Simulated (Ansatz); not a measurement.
In doubt: masses and optical values from hybrid runs of this build are listed as unsure (in some of the runs), which bears on the screening that GW takes from such a start.

Two G0W0 runs on YVO4 (I4_1/amd).

```cif
data_structure
_symmetry_space_group_name_H-M 'P 1'
_symmetry_Int_Tables_number 1
_cell_length_a 5.9350
_cell_length_b 5.9350
_cell_length_c 5.9350
_cell_angle_alpha 106.304
_cell_angle_beta 106.304
_cell_angle_gamma 116.009
_cell_volume 159.34
loop_
_atom_site_label
_atom_site_type_symbol
_atom_site_fract_x
_atom_site_fract_y
_atom_site_fract_z
_atom_site_occupancy
Y1 Y 0.75000 0.25000 0.50000 1
Y2 Y 0.00000 0.00000 0.00000 1
V3 V 0.50000 0.50000 0.00000 1
V4 V 0.25000 0.75000 0.50000 1
O5 O 0.51000 0.32580 0.18420 1
O6 O 0.07580 0.39160 0.31580 1
O7 O 0.14160 0.32580 0.81580 1
O8 O 0.07580 0.76000 0.68420 1
O9 O 0.24000 0.92420 0.31580 1
O10 O 0.67420 0.49000 0.81580 1
O11 O 0.60840 0.92420 0.68420 1
O12 O 0.67420 0.85840 0.18420 1
```

The cell and positions come from the Crystallography Open Database and are kept as given unless a step says otherwise. PAW set soft_2, made with PBE.

The first (Ansatz 0.2.0; start r2SCAN, 2×2×2 mesh, 340 empty bands, screening to 96 eV; 1 × NVIDIA H100 80GB HBM3 (shared by 6 runs) with 3 threads of AMD EPYC 7R13 (Zen 3), shared host) gave, on its mesh: starting gap 3.32 eV, G0W0 gap 5.17 eV, RPA ε∞ (mean) 3.76, 11 s.

The second changes start from r2SCAN to HSE06 and mesh from 2×2×2 to 4×4×4. What does it give?

It gave: starting gap 4.47 eV, G0W0 gap 5.45 eV, RPA ε∞ (mean) 3.33, 1.9 min. The G0W0 gap moves by +0.29 eV, +1.15 eV from the start and −0.86 eV from the correction. Σc changes by −0.32 eV at the valence top and +0.43 eV at the conduction bottom, and Σx − Vxc between them by −1.62 eV.

Limits: not at the basis limit; no spin polarisation; d states lean on the start; no spin-orbit coupling; coarse k mesh.

[Paths, hosts, dates, memory and timing lines, banners, echoed tables and standing remarks are left out of the program output.]

[Logs are printed without paths, hosts, clocks, repeated set-up lines and the standing remarks that a program may print on its own settings, such as how far it seeks lower states.]

[Runs of the session that timed out or met a known fault of the program may be left out.]

[Cells called generated may have been cut or substituted from an entry of the Crystallography Open Database or the Materials Project.]

[Hosts, paths, dates, database ids (printed as entryN), source tags and the programs' standing remarks are cut or masked in the printed files.]
